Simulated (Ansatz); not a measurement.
## Moving the knobs of a GW run on SiO2 (I-42d)

A base run on SiO2 (I-42d), then changed inputs.

Method: G0W0 on LDA, plane waves, PAW; PAW set soft_1, in Ansatz 0.2.0.

Most raw output is cut from this account.

## (1) Starting point

It takes space group I-42d (No. 122, tetragonal). Conventional cell: a = 4.748 Å, b = 4.748 Å, c = 7.488 Å, α = 90.00°, β = 90.00°, γ = 90.00°. Nearest to Si lie 4 O at 1.62 Å. Nearest to O lie 2 Si at 1.62 Å. Farther neighbours and most contacts between anions are not listed.

The cell and positions come from the Crystallography Open Database and are kept as given unless a step says otherwise.

## (2) The base run: 4×4×4 mesh, 191 empty bands, screening to 100 eV, PAW set soft_1 files

Now the one-shot GW correction: screening in the RPA, then the self-energy of the levels asked for. This step takes PAW set soft_1 files.

input.yaml

```yaml
crystal:
  lattice:
    - [-2.37405, 2.37405, 3.744]
    - [2.37405, -2.37405, 3.744]
    - [2.37405, 2.37405, -3.744]
  atoms:
    - { symbol: Si, position: [0.0, 0.0, 0.0] }
    - { symbol: Si, position: [0.75, 0.25, 0.5] }
    - { symbol: O, position: [0.99838, 0.625, 0.87338] }
    - { symbol: O, position: [0.375, 0.24838, 0.37338] }
    - { symbol: O, position: [0.75162, 0.125, 0.12662] }
    - { symbol: O, position: [0.875, 0.00162, 0.62662] }
kpoints:
  mp_grid: { grid: [4, 4, 4] }
hamiltonian:
  xc: lda
  pseudopotentials: { kind: paw, azcp: { folder: soft_1 }, xc_functional: pbe }
scf:
  occupations: { method: fixed }
gw:
  n_empty_bands: 191
  ecut_chi: 100
  qp_bands: [v2, c2]
  qp_kpoints: band_edges
  screening: { model: contour_deformation }
```

Command:

```
$ ansatz run input.yaml --threads 3 --pin off --max-ram 92160MiB --backend cuda --events-out ev --progress --plain --runs-dir out --devices 1 --max-vram 13GiB
```

It took 11 s on 1 × NVIDIA H100 80GB HBM3 (shared by 6 runs) with 3 threads of AMD EPYC 7R13 (Zen 3), shared host; peak memory 1.2 GiB; 10 s of CPU time.

Numbers from this step:

| Quantity | Value |
| --- | --- |
| bands summed | 207 |
| RPA ε∞ on this mesh (eigenvalues) | 2.260, 2.260, 2.323 |
| plane waves in the screening matrix | 179 |
| q-points in the mesh | 64 |
| G0W0 gap on the mesh | 8.885 eV |
| k of the valence top | 0, 0, 0 |
| k of the conduction bottom | 0, 0, 0 |
| starting gap on the mesh | 5.822 eV |
| Z at the valence top | 0.8045 |
| Z at the conduction bottom | 0.8690 |
| least direct G0W0 gap on the computed points | 8.885 eV |

The gap on the mesh goes from 5.82 eV to 8.88 eV, a correction of +3.06 eV. Between the two edge states, bare exchange in place of the xc potential would open the gap by 10.63 eV, and correlation takes back 7.57 eV.

## (3) Variant: all filled levels at the zone centre

Changes to input.yaml since step 2:

```diff
@@ -22,4 +22,4 @@
   ecut_chi: 100
-  qp_bands: [v2, c2]
-  qp_kpoints: band_edges
+  qp_bands: [lowest, c2]
+  qp_kpoints: [[0, 0, 0]]
   screening: { model: contour_deformation }
```

The job ended after 14 s (1 × NVIDIA H100 80GB HBM3 (shared by 6 runs) with 3 threads; peak memory 1.1 GiB; 21 s of CPU time).

Absolute levels on the run's own zero. QP, by row:

```tsv
k index	band	KS (eV)	Sigma_x (eV)	Sigma_c (eV)	Vxc (eV)	Z	QP linearised (eV)	QP (eV)	source	doubts
0	1	-18.04	-32.36	9.37	-20.33	0.7628	-20.88	-20.7	root	energies_apart
0	2	-15.85	-33.78	9.094	-22	0.7264	-18.4	-18.54	root	energies_apart
0	3	-15.83	-33.81	9.088	-22	0.7466	-18.4	-18.55	root	energies_apart
0	4	-15.83	-33.81	9.088	-22	0.7466	-18.4	-18.55	root	energies_apart
0	5	-8.017	-25.74	5.149	-18.61	0.7617	-10.06	-9.998	root	
0	6	-4.493	-25.61	4.572	-19.16	0.7911	-6.418	-6.372	root	
0	7	-4.493	-25.61	4.572	-19.16	0.7911	-6.418	-6.372	root	
0	8	-4.223	-25.73	4.602	-19.27	0.7904	-6.124	-6.079	root	
0	9	-1.667	-24.96	4.562	-18.56	0.7927	-3.545	-3.507	root	
0	10	-1.224	-24.78	4.517	-18.45	0.7946	-3.075	-3.038	root	
0	11	-0.5521	-25.86	4.234	-20.03	0.8041	-2.171	-2.147	root	
0	12	-0.5521	-25.86	4.234	-20.03	0.8041	-2.171	-2.147	root	
0	13	-0.5178	-25.93	4.255	-20.08	0.8039	-2.141	-2.118	root	
0	14	-0.2292	-26.08	4.393	-20	0.8003	-1.945	-1.917	root	
0	15	0.8042	-26.32	4.272	-20.51	0.8045	-0.764	-0.7431	root	
0	16	0.8042	-26.32	4.272	-20.51	0.8045	-0.764	-0.7431	root	
0	17	6.626	-7.153	-3.298	-11.97	0.869	8.154	8.142	root	
0	18	9.262	-5.593	-3.79	-11.24	0.8627	11.14	11.12	root
```

Against the base:

```tsv
setting	base	variant
levels asked	v2 to c2	lowest to c2
points asked	band edges	[[0, 0, 0]]
```

## (4) Variant: wavefunction cutoff

Changes to input.yaml since step 3:

```diff
@@ -22,4 +22,6 @@
   ecut_chi: 100
-  qp_bands: [lowest, c2]
-  qp_kpoints: [[0, 0, 0]]
+  qp_bands: [v2, c2]
+  qp_kpoints: band_edges
   screening: { model: contour_deformation }
+basis:
+  ecutwfc: 600
```

Elapsed: 12 s, on 1 × NVIDIA H100 80GB HBM3 (shared by 6 runs) with 3 threads; peak memory 1.2 GiB; 14 s of CPU time.

The G0W0 gap on the mesh is 8.884 eV.

Against the base:

```tsv
setting	base	variant
typed cutoff	-	600
```

```tsv
quantity	variant	base
starting gap on the mesh	5.822	5.822
G0W0 gap on the mesh	8.884	8.885
least direct G0W0 gap on the computed points	8.884	8.885
Z at the valence top	0.804	0.804
Z at the conduction bottom	0.869	0.869
```

## (5) Results

```
base                                 : 8.88 eV, 11 s
all filled levels at the zone centre : direct gap at the listed points 8.88 eV, 14 s
wavefunction cutoff                  : 8.88 eV, 12 s
```

In words: All filled levels at the zone centre: only the listed points were computed; the least direct gap there is 8.88 eV, with levels asked and points asked changed against the base. Wavefunction cutoff: the gap moves by −0.0002 eV (the plane-wave cutoff goes from 420 to 600 eV). All runs here use a coarse mesh and modest cutoffs; they test settings and are not final values.

[Paths, hosts, dates, memory and timing lines, banners, echoed tables and standing remarks are left out of the program output.]

[Logs are printed without paths, hosts, clocks, repeated set-up lines and the standing remarks that a program may print on its own settings, such as how far it seeks lower states.]

[Runs of the session that timed out or met a known fault of the program may be left out.]

[Cells called generated may have been cut or substituted from an entry of the Crystallography Open Database or the Materials Project.]

[Hosts, paths, dates, database ids (printed as entryN), source tags and the programs' standing remarks are cut or masked in the printed files.]
